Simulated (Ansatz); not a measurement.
# LiIF (built on the sites of a database entry of CsBrF): relaxing the cell for a phonon run

Aim: bring LiIF (built on the sites of a database entry of CsBrF) to small forces and stress, as phonons need.

Main program and level: Ansatz 0.2.0; DFT PBEsol, scalar-relativistic, plane waves, PAW.

The structure was built from a prototype and need not be the compound's stable phase.

### Step 1. The starting structure

It takes space group I4/mmm (No. 139, tetragonal). The conventional cell has a = 3.132 Å, b = 3.132 Å, c = 14.496 Å, α = 90.00°, β = 90.00°, γ = 90.00°. Nearest to Li lie 5 F at 2.13 to 2.22 Å. Nearest to I lie 5 I at 1.74 to 3.13 Å and 1 F at 1.80 Å and 4 Li at 2.72 Å. Nearest to F lie 1 I at 1.80 Å and 5 Li at 2.13 to 2.22 Å. Farther neighbours and most contacts between anions are not listed.

### Step 2. A coarse first look

A quick single point on a coarse mesh tells whether the cell has a gap and how far it is from rest, which sets the k mesh and smearing that follow.

The input, input.yaml:

```yaml
crystal:
  lattice:
    - [-1.5659, 1.5659, 7.24814]
    - [1.5659, -1.5659, 7.24814]
    - [1.5659, 1.5659, -7.24814]
  atoms:
    - { symbol: Li, position: [0.66931058, 0.66931058, 0.0] }
    - { symbol: Li, position: [0.33068942, 0.33068942, 0.0] }
    - { symbol: I, position: [0.05993317, 0.05993317, 0.0] }
    - { symbol: I, position: [0.94006683, 0.94006683, 0.0] }
    - { symbol: F, position: [0.81597442, 0.81597442, 0.0] }
    - { symbol: F, position: [0.18402557, 0.18402557, 0.0] }
kpoints:
  mp_grid: { grid: [8, 8, 8] }
hamiltonian:
  xc: pbesol
scf:
  occupations: { method: gaussian, width: 0.1 }
output:
  forces: true
  stress: true
  eigenvalues: true
```

Run with:

```bash
$ ansatz run input.yaml --threads 8 --pin off --max-ram 14336MiB --backend cpu --events-out ev --progress --plain --runs-dir out
```

Numbers of over 12 decimals in the logs are rounded to 6 here.

The log of the run:

```text
[...]
k-point 0: bands = [... 23 lower, 9.3907, 10.5536, 15.7308, 15.7308, 16.1857, 16.4861, 18.5592, 18.7410, ... 2 higher]
  k-point 1: bands = [... 23 lower, 8.4671, 11.3966, 14.2513, 14.6906, 17.7680, 17.9706, 19.0681, 19.3506, ... 2 higher]
  k-point 2: bands = [... 23 lower, 7.7840, 12.3618, 12.7676, 13.1339, 17.3195, 19.3039, 19.7805, 20.1722, ... 2 higher]
  k-point 58: bands = [... 23 lower, 9.3039, 11.1804, 15.7397, 15.7397, 16.1616, 16.6098, 17.1485, 20.0671, ... 2 higher]
[key lines of the parts left out:]
SCF converged after 9 iterations
Free energy (F): -16844.009285 eV
Fermi energy:    15.788650 eV
P = ⅓ Tr σ = 167.6199 GPa (1676.199 kbar)
```

The job ended after 4.4 s (8 threads of Arm Neoverse V2, shared host; peak memory 0.56 GiB; 9.6 s of CPU time).

Numbers from this step:

* pressure: 167.6 GPa
* volume per atom: 11.85 Å³
* gap on the k-mesh: 0 eV

The coarse mesh shows no gap and a pressure of 167.6 GPa.

### Step 3. Coarse relaxation

The start is far from rest, so a relaxation with loose tolerances brings it close first.

input.yaml, as its differences from that of step 2:

```diff
@@ -22 +22,6 @@
   eigenvalues: true
+relax:
+  adjacent_minimum: "off"
+  f_tol: 0.05
+  max_steps: 80
+  cell: { stress_tol: 0.5 }
```

The log of the run:

```text
[...]
Crystal: 6 atoms, lattice volume = 71.091 Å³
Basis set: ecut = 420 eV, 1413 PW (Γ), FFT grids on a1+a3, a2+a3, a3, exchange–correlation on 48×48×108 points (8 copies of the dense FFT grid, shifted against one another)
Bands: 33, of which v1, the nominal top of the filled ones, is band 27 counted from 1 (26 counted from 0)
Symmetry: 16 space group operations
[...]
cell:  # Å, volume = 130.9481 Å³
    - [-1.867873, 1.867873, 9.383062]
    - [1.867873, -1.867873, 9.383062]
    - [1.867873, 1.867873, -9.383062]
  atoms:
    - { symbol: Li, position: [0.698376, 0.698376, 0] }
    - { symbol: Li, position: [0.301624, 0.301624, 0] }
    - { symbol: I, position: [0.072298, 0.072298, 0] }
    - { symbol: I, position: [0.927702, 0.927702, 0] }
    - { symbol: F, position: [0.791936, 0.791936, 0] }
    - { symbol: F, position: [0.208064, 0.208064, 0] }
[key lines of the parts left out:]
SCF converged after 7 iterations
Free energy (F): -16875.063120 eV
Fermi energy:    5.118209 eV
P = ⅓ Tr σ = 0.3537 GPa (3.537 kbar)
```

Wall time 24 s (8 threads); peak memory 0.75 GiB; 2.9 min of CPU time.

The steps of the relaxation:

| step | energy less that of the first step (eV) | largest force component (eV/Å) | pressure (GPa) | volume (Å³) |
| --- | --- | --- | --- | --- |
| 1 | 0.0000 | 67.0390 | 167.62 | 71.09 |
| 2 | -18.4817 | 15.6596 | 86.28 | 74.81 |
| 3 | -25.1138 | 6.8636 | 43.63 | 84.10 |
| 4 | -28.3603 | 3.0015 | 18.20 | 95.17 |
| 5 | -29.5576 | 1.1880 | 0.90 | 107.43 |
| 6 | -29.6598 | 0.8920 | 2.71 | 103.34 |
| 7 | -29.7230 | 0.2037 | 0.54 | 105.78 |
| 8 | -29.7233 | 0.1298 | 0.01 | 106.38 |
| 9 | -29.7240 | 0.0540 | -0.21 | 106.38 |
| 10 | -29.7247 | 0.0160 | 0.30 | 106.00 |
| 11 | -29.7245 | 0.0017 | -0.01 | 106.27 |
| 12* | -30.4940 | 0.0390 | 8.47 | 106.27 |
| 13 | -30.7516 | 0.0820 | 5.18 | 112.57 |
| 14 | -30.9383 | 0.0418 | 1.62 | 123.05 |
| 15 | -30.9470 | 0.0447 | -0.01 | 127.78 |
| 16* | -31.0418 | 0.0457 | 0.84 | 127.78 |
| 17 | -31.0489 | 0.0304 | 0.34 | 130.95 |
| 18* | -31.0538 | 0.0297 | 0.35 | 130.95 |

Relaxation steps marked * repeat the geometry before them on a plane-wave basis chosen anew for their cell, so energy and pressure can jump there. Relaxation step 10 was tried and not accepted.

The run keeps the 16 symmetry operations that it works with, so distortions that break them were not tested.

| cell as run | before | after | change |
| --- | --- | --- | --- |
| a (Å) | 7.579 | 9.748 | +28.6 % |
| b (Å) | 7.579 | 9.748 | +28.6 % |
| c (Å) | 7.579 | 9.748 | +28.6 % |
| α (°) | 156.15 | 157.91 | +1.1 % |
| β (°) | 156.15 | 157.91 | +1.1 % |
| γ (°) | 33.98 | 31.45 | -7.5 % |
| volume (Å³/atom) | 11.85 | 21.82 | +84.2 % |

The atoms that moved most (Å, as changes of fractional coordinates times the final cell):

| atom | dx | dy | dz | length |
| --- | --- | --- | --- | --- |
| Li2 | 0.000 | 0.000 | -0.545 | 0.545 |
| Li1 | 0.000 | 0.000 | 0.545 | 0.545 |
| F6 | 0.000 | 0.000 | 0.451 | 0.451 |
| F5 | 0.000 | 0.000 | -0.451 | 0.451 |
| I4 | 0.000 | 0.000 | -0.232 | 0.232 |
| I3 | 0.000 | 0.000 | 0.232 | 0.232 |

Final coordinates:

```xyz
6
Lattice="-1.8679 1.8679 9.3831 1.8679 -1.8679 9.3831 1.8679 1.8679 -9.3831" Properties=species:S:1:pos:R:3 pbc="T T T"
Li    0.0000    0.0000   13.1058
Li    0.0000    0.0000    5.6603
I     0.0000    0.0000    1.3567
I     0.0000    0.0000   17.4094
F     0.0000    0.0000   14.8616
F     0.0000    0.0000    3.9046
```

Numbers from this step:

```yaml
pressure: 0.3537 GPa
volume_per_atom: 21.82 Å³
```

In this step the volume went from 11.85 to 21.82 Å³/atom.

### Step 4. Bringing the structure to rest

Harmonic phonons are second derivatives at a point where the forces vanish, and they are wanted at zero stress, so atoms and cell are relaxed first.

The input, input.yaml:

```yaml
crystal:
  lattice:
    - [-1.8678729615, 1.8678729615, 9.3830618232]
    - [1.8678729615, -1.8678729615, 9.3830618232]
    - [1.8678729615, 1.8678729615, -9.3830618232]
  atoms:
    - { symbol: Li, position: [0.698376464, 0.698376464, 0.0] }
    - { symbol: Li, position: [0.301623536, 0.301623536, 0.0] }
    - { symbol: I, position: [0.072297746, 0.072297746, 0.0] }
    - { symbol: I, position: [0.927702254, 0.927702254, 0.0] }
    - { symbol: F, position: [0.7919357826, 0.7919357826, 0.0] }
    - { symbol: F, position: [0.2080642174, 0.2080642174, 0.0] }
kpoints:
  mp_grid: { grid: [14, 14, 14] }
hamiltonian:
  xc: pbesol
scf:
  occupations: { method: gaussian, width: 0.1 }
output:
  forces: true
  stress: true
  eigenvalues: true
relax:
  adjacent_minimum: "off"
  f_tol: 0.005
  max_steps: 80
  cell: { stress_tol: 0.05 }
```

The log of the run:

```text
[...]
Crystal: 6 atoms, lattice volume = 130.948 Å³
Basis set: ecut = 420 eV, 2563 PW (Γ), FFT grids on a1+a3, a2+a3, a3, exchange–correlation on 50×50×144 points (8 copies of the dense FFT grid, shifted against one another)
Bands: 33, of which v1, the nominal top of the filled ones, is band 27 counted from 1 (26 counted from 0)
Symmetry: 16 space group operations
[...]
k-points: 244 of 2744
[...]
SCF iter   1: F=—  HF=-16875.083926 eV  |F-HF|=—  |Δ(HF+E_count)|=         —  Δρ=8.24e-3  dr2=7.13e-2  ethr=1.77e-3  ⟨swp⟩=8.4  Hψ=39965  notcnv=0  defer=19
[...]
SCF iter  10: F=-16875.063514 eV  HF=-16875.063514 eV  |F-HF|=8.49e-8  |Δ(HF+E_count)|=   4.12e-7  Δρ=4.92e-6  dr2=5.39e-8  ethr=1.85e-10  ⟨swp⟩=11.7  Hψ=37837  notcnv=0
SCF 1 converged in 10 iterations: F = -16875.063514 eV  dr2 = 5.39e-8
[...]
relax step   1: F+E_penalty+E_count = -16875.06351434 eV  Δ(F+E_penalty+E_count) = +0.000e0 eV  max|allowed force component| = 2.922e-2 eV/Å  Δτ_max = 0.0000 Å  P = +0.352 GPa  Ω = 130.948 Å³  (10 SCF iters, dr2 threshold 1.00e-7 eV, accepted)
Crystal: 6 atoms, lattice volume = 133.204 Å³
Basis set: ecut = 420 eV, 2619 PW (Γ), FFT grids on a1+a3, a2+a3, a3, exchange–correlation on 50×50×144 points (8 copies of the dense FFT grid, shifted against one another)
[...]
SCF iter   7: F=-16875.061345 eV  HF=-16875.061345 eV  |F-HF|=2.43e-8  |Δ(HF+E_count)|=   2.39e-7  Δρ=1.07e-5  dr2=3.08e-7  ethr=9.98e-10  ⟨swp⟩=9.3  Hψ=40939  notcnv=0
SCF 2 converged in 7 iterations: F = -16875.061345 eV  dr2 = 3.08e-7
relax step   2: F+E_penalty+E_count = -16875.06134494 eV  Δ(F+E_penalty+E_count) = +2.169e-3 eV  max|allowed force component| = 8.015e-2 eV/Å  Δτ_max = 0.0093 Å  P = -0.232 GPa  Ω = 133.204 Å³  energy of the carried Pulay correction = -2.977e-3 eV  (7 SCF iters, dr2 threshold 5.39e-7 eV, accepted)
Crystal: 6 atoms, lattice volume = 133.173 Å³
[...]
SCF iter   8: F=-16875.062130 eV  HF=-16875.062130 eV  |F-HF|=1.08e-7  |Δ(HF+E_count)|=   2.11e-7  Δρ=6.05e-6  dr2=2.64e-7  ethr=1.11e-9  ⟨swp⟩=7.4  Hψ=32849  notcnv=0
SCF 3 converged in 8 iterations: F = -16875.062130 eV  dr2 = 2.64e-7
relax step   3: F+E_penalty+E_count = -16875.06213015 eV  Δ(F+E_penalty+E_count) = -7.852e-4 eV  max|allowed force component| = 4.338e-2 eV/Å  Δτ_max = 0.0125 Å  P = -0.057 GPa  Ω = 133.173 Å³  energy of the carried Pulay correction = -2.936e-3 eV  (8 SCF iters, dr2 threshold 6.00e-7 eV, accepted)
[...]
relax step   4: F+E_penalty+E_count = -16875.06308324 eV  Δ(F+E_penalty+E_count) = -9.531e-4 eV  max|allowed force component| = 7.393e-3 eV/Å  Δτ_max = 0.0088 Å  P = +0.000 GPa  Ω = 132.756 Å³  energy of the carried Pulay correction = -2.390e-3 eV  (8 SCF iters, dr2 threshold 1.18e-7 eV, accepted)
[...]
relax step   5: F+E_penalty+E_count = -16875.06298371 eV  Δ(F+E_penalty+E_count) = +9.953e-5 eV  max|allowed force component| = 3.838e-3 eV/Å  Δτ_max = 0.0013 Å  P = +0.004 GPa  Ω = 132.860 Å³  energy of the carried Pulay correction = -2.527e-3 eV  (8 SCF iters, dr2 threshold 3.42e-9 eV, accepted)
[...]
relax step   6: F+E_penalty+E_count = -16875.06578621 eV  Δ(F+E_penalty+E_count) = -2.803e-3 eV  max|allowed force component| = 3.945e-3 eV/Å  Δτ_max = 0.0000 Å  P = +0.044 GPa  Ω = 132.860 Å³  stress off target by 5.51e-2 GPa  SCF on the basis re-selected at this cell (its energy is not comparable with the rows above)  (9 SCF iters)
[...]
relax step   7: F+E_penalty+E_count = -16875.06545838 eV  Δ(F+E_penalty+E_count) = +3.278e-4 eV  max|allowed force component| = 9.888e-4 eV/Å  Δτ_max = 0.0017 Å  P = +0.006 GPa  Ω = 133.155 Å³  energy of the carried Pulay correction = -4.015e-4 eV  (8 SCF iters, dr2 threshold 7.60e-9 eV, accepted)
[...]
SCF iter   1: F=—  HF=-16875.064814 eV  |F-HF|=—  |Δ(HF+E_count)|=         —  Δρ=1.72e-4  dr2=1.03e-6  ethr=7.37e-7  ⟨swp⟩=3.0  Hψ=57674  notcnv=0
eigensolver tolerance schedule: the retry pair's looser diagonalisation over-reported the residual by 386.61 of it (diagonalisation noise at 0.10 of the residual, at the tolerance the schedule requests for it); recorded, not acted on — ethr = c·dr2/N_el stays at c = 1.0e-1
[...]
SCF iter   2: F=—  HF=-16875.065621 eV  |F-HF|=—  |Δ(HF+E_count)|=   8.07e-4  Δρ=8.68e-5  dr2=2.36e-7  ethr=1.90e-9  ⟨swp⟩=2.6  Hψ=15204  notcnv=0
[...]
SCF iter   7: F=-16875.065853 eV  HF=-16875.065853 eV  |F-HF|=1.46e-11  |Δ(HF+E_count)|=  1.86e-10  Δρ=7.42e-8  dr2=1.71e-11  ethr=1.00e-12  ⟨swp⟩=7.0  Hψ=33003  notcnv=0
SCF 8 converged in 7 iterations: F = -16875.065853 eV  dr2 = 1.71e-11
relax step   8: F+E_penalty+E_count = -16875.06585261 eV  Δ(F+E_penalty+E_count) = -3.942e-4 eV  max|allowed force component| = 9.918e-4 eV/Å  Δτ_max = 0.0000 Å  P = +0.009 GPa  Ω = 133.155 Å³  stress off target by 1.28e-2 GPa  SCF on the basis re-selected at this cell (its energy is not comparable with the rows above)  (7 SCF iters)
[...]
SCF converged after 7 iterations
Free energy (F): -16875.065853 eV
[...]
Internal energy: -16875.064677 eV  (E = F + TS)
E sigma→0 (E₀):  -16875.065265 eV
Entropy (-TS):   -0.001176 eV (-0.196 meV/atom)
Fermi energy:    4.901691 eV
[...]
--- Forces (eV/Å), atoms counted from 1 ---
  atom   1  Li     0.00000000     0.00000000    -0.00031741
  atom   2  Li    -0.00000000     0.00000000     0.00031741
  atom   3  I      0.00000000    -0.00000000     0.00099180
  atom   4  I     -0.00000000    -0.00000000    -0.00099180
  atom   5  F      0.00000000     0.00000000     0.00022954
  atom   6  F     -0.00000000     0.00000000    -0.00022954
  max |Σ_I F_I| component: 4.55e-18 eV/Å
--- Stress (GPa, compression-positive) ---
        0.012801      -0.000000      -0.000000
       -0.000000       0.012801       0.000000
       -0.000000       0.000000       0.001559
  P = ⅓ Tr σ = 0.0091 GPa (0.091 kbar)
--- Band table (eV; the first three rows and the last of 244) ---
  k-point 0: bands = [... 23 lower, 3.0383, 3.0383, 4.4294, 4.4294, 5.2484, 7.5592, 8.9519, 9.1709, ... 2 higher]
  k-point 1: bands = [... 23 lower, 2.8059, 2.8638, 4.1781, 4.2593, 5.3364, 7.7634, 9.2580, 9.4083, ... 2 higher]
  k-point 2: bands = [... 23 lower, 2.2920, 2.4388, 3.6593, 3.8388, 5.5096, 8.1671, 9.8843, 10.1089, ... 2 higher]
  k-point 243: bands = [... 23 lower, 3.0307, 3.0307, 4.4290, 4.4290, 4.8751, 8.0789, 8.5754, 10.2119, ... 2 higher]
--- Relaxed structure (6 steps of the walk, 6 accepted, 2 SCFs on fresh bases) ---
[...]
cell:  # Å, volume = 133.1554 Å³
    - [-1.882422, 1.882422, 9.394303]
    - [1.882422, -1.882422, 9.394303]
    - [1.882422, 1.882422, -9.394303]
  atoms:
    - { symbol: Li, position: [0.698355, 0.698355, 0] }
    - { symbol: Li, position: [0.301645, 0.301645, 0] }
    - { symbol: I, position: [0.072303, 0.072303, 0] }
    - { symbol: I, position: [0.927697, 0.927697, 0] }
    - { symbol: F, position: [0.791663, 0.791663, 0] }
    - { symbol: F, position: [0.208337, 0.208337, 0] }
```

Run time: 58 s. Hardware: 8 threads; peak memory 1.2 GiB; 7.5 min of CPU time.

Step by step:

| step | energy less that of the first step (eV) | largest force component (eV/Å) | pressure (GPa) | volume (Å³) |
| --- | --- | --- | --- | --- |
| 1 | 0.0000 | 0.0292 | 0.35 | 130.95 |
| 2 | 0.0022 | 0.0801 | -0.23 | 133.20 |
| 3 | 0.0014 | 0.0434 | -0.06 | 133.17 |
| 4 | 0.0004 | 0.0074 | 0.00 | 132.76 |
| 5 | 0.0005 | 0.0038 | 0.00 | 132.86 |
| 6* | -0.0023 | 0.0039 | 0.04 | 132.86 |
| 7 | -0.0019 | 0.0010 | 0.01 | 133.16 |
| 8* | -0.0023 | 0.0010 | 0.01 | 133.16 |

Relaxation steps marked * repeat the geometry before them on a plane-wave basis chosen anew for their cell, so energy and pressure can jump there.

Forces are held to the 16 operations that the run works with; a distortion that breaks them can't arise in this run.

| conventional cell, symmetrised | before | after | change |
| --- | --- | --- | --- |
| a (Å) | 3.736 | 3.765 | +0.8 % |
| b (Å) | 3.736 | 3.765 | +0.8 % |
| c (Å) | 18.766 | 18.789 | +0.1 % |
| volume (Å³/atom) | 21.82 | 22.19 | +1.7 % |

The relaxed structure:

```xyz
6
Lattice="-1.8824 1.8824 9.3943 1.8824 -1.8824 9.3943 1.8824 1.8824 -9.3943" Properties=species:S:1:pos:R:3 pbc="T T T"
Li    0.0000    0.0000   13.1211
Li    0.0000    0.0000    5.6675
I     0.0000    0.0000    1.3585
I     0.0000    0.0000   17.4301
F     0.0000    0.0000   14.8742
F     0.0000    0.0000    3.9144
```

Numbers from this step:

| Item | Value |
| --- | --- |
| pressure | 0.009053 GPa |
| volume per atom | 22.19 Å³ |

In this step the volume went from 21.82 to 22.19 Å³/atom.

### Step 5. Tight relaxation

Phonons need a cell at rest on their own settings, so the relaxation is repeated with tight tolerances on forces and stress, using the mesh and the filling of the phonon run that follows.

The input, input.yaml:

```yaml
crystal:
  lattice:
    - [-1.8824222635, 1.8824222635, 9.3943028569]
    - [1.8824222635, -1.8824222635, 9.3943028569]
    - [1.8824222635, 1.8824222635, -9.3943028569]
  atoms:
    - { symbol: Li, position: [0.6983549061, 0.6983549061, 0.0] }
    - { symbol: Li, position: [0.3016450939, 0.3016450939, 0.0] }
    - { symbol: I, position: [0.072302631, 0.072302631, 0.0] }
    - { symbol: I, position: [0.927697369, 0.927697369, 0.0] }
    - { symbol: F, position: [0.7916630302, 0.7916630302, 0.0] }
    - { symbol: F, position: [0.2083369698, 0.2083369698, 0.0] }
kpoints:
  mp_grid: { grid: [16, 16, 16] }
hamiltonian:
  xc: pbesol
scf:
  occupations: { method: methfessel_paxton, width: 0.2 }
output:
  forces: true
  stress: true
  eigenvalues: true
relax:
  adjacent_minimum: "off"
  f_tol: 0.001
  max_steps: 60
  cell: { stress_tol: 0.01 }
```

The log of the run:

```text
[...]
Crystal: 6 atoms, lattice volume = 133.155 Å³
Basis set: ecut = 420 eV, 2611 PW (Γ), FFT grids on a1+a3, a2+a3, a3, exchange–correlation on 54×54×144 points (8 copies of the dense FFT grid, shifted against one another)
Bands: 33, of which v1, the nominal top of the filled ones, is band 27 counted from 1 (26 counted from 0)
Symmetry: 16 space group operations
[...]
cell:  # Å, volume = 133.3512 Å³
    - [-1.884855, 1.884855, 9.383854]
    - [1.884855, -1.884855, 9.383854]
    - [1.884855, 1.884855, -9.383854]
  atoms:
    - { symbol: Li, position: [0.698208, 0.698208, 0] }
    - { symbol: Li, position: [0.301792, 0.301792, 0] }
    - { symbol: I, position: [0.072372, 0.072372, 0] }
    - { symbol: I, position: [0.927628, 0.927628, 0] }
    - { symbol: F, position: [0.791587, 0.791587, 0] }
    - { symbol: F, position: [0.208413, 0.208413, 0] }
[key lines of the parts left out:]
SCF converged after 8 iterations
Free energy (F): -16875.064126 eV
Fermi energy:    4.864878 eV
P = ⅓ Tr σ = -0.0008 GPa (-0.008 kbar)
```

The job ended after 80 s (8 threads; peak memory 1.5 GiB; 10 min of CPU time).

Step by step:

| step | energy less that of the first step (eV) | largest force component (eV/Å) | pressure (GPa) | volume (Å³) |
| --- | --- | --- | --- | --- |
| 1 | 0.0000 | 0.0053 | 0.01 | 133.16 |
| 2 | 0.0001 | 0.0203 | 0.02 | 133.25 |
| 3 | 0.0001 | 0.0064 | 0.01 | 133.28 |
| 4 | 0.0001 | 0.0027 | 0.00 | 133.28 |
| 5 | 0.0002 | 0.0001 | 0.00 | 133.30 |
| 6* | -0.0001 | 0.0001 | 0.00 | 133.30 |
| 7 | 0.0000 | 0.0002 | 0.00 | 133.35 |
| 8* | -0.0001 | 0.0002 | 0.00 | 133.35 |

Relaxation steps marked * repeat the geometry before them on a plane-wave basis chosen anew for their cell, so energy and pressure can jump there.

The run keeps the 16 symmetry operations that it works with, so distortions that break them were not tested.

| conventional cell, symmetrised | before | after | change |
| --- | --- | --- | --- |
| a (Å) | 3.765 | 3.770 | +0.1 % |
| b (Å) | 3.765 | 3.770 | +0.1 % |
| c (Å) | 18.789 | 18.768 | -0.1 % |
| volume (Å³/atom) | 22.19 | 22.23 | +0.1 % |

The relaxed structure:

```xyz
6
Lattice="-1.8849 1.8849 9.3839 1.8849 -1.8849 9.3839 1.8849 1.8849 -9.3839" Properties=species:S:1:pos:R:3 pbc="T T T"
Li    0.0000    0.0000   13.1038
Li    0.0000    0.0000    5.6639
I     0.0000    0.0000    1.3583
I     0.0000    0.0000   17.4094
F     0.0000    0.0000   14.8563
F     0.0000    0.0000    3.9114
```

Numbers from this step:

```yaml
pressure: -8.20e-4 GPa
volume_per_atom: 22.23 Å³
gap_on_the_k_mesh: 0.08121 eV
direct_gap_on_mesh: 0.4635 eV
```

The largest force component left is 0.22 meV/Å and the pressure is -0.001 GPa, within the tolerances set. The cell now holds 22.23 Å³/atom.

### Step 6. Results

```json
{
 "space group after relaxation (within 0.01 Å)": "I4/mmm",
 "lattice constant a": "3.770 Å",
 "lattice constant b": "3.770 Å",
 "lattice constant c": "18.768 Å",
 "volume per atom": "22.2 Å³",
 "gap on the k-mesh": "0.0812 eV"
}
```

In words: The largest force component left is 0.22 meV/Å and the pressure is -0.001 GPa, within the tolerances set. The cell now holds 22.23 Å³/atom. The relaxation keeps the symmetry of its start, so it says nothing on stability against lower symmetry. Spin-orbit coupling is left out, which can matter for the heavy elements here. The starting cell was built on a prototype and not taken from a measurement, so the phase need not exist.

[Logs are printed without paths, hosts, clocks, repeated set-up lines and the standing remarks that a program may print on its own settings, such as how far it seeks lower states.]

[Hosts, paths, dates, database ids (printed as entryN), source tags and the programs' standing remarks are cut or masked in the printed files.]
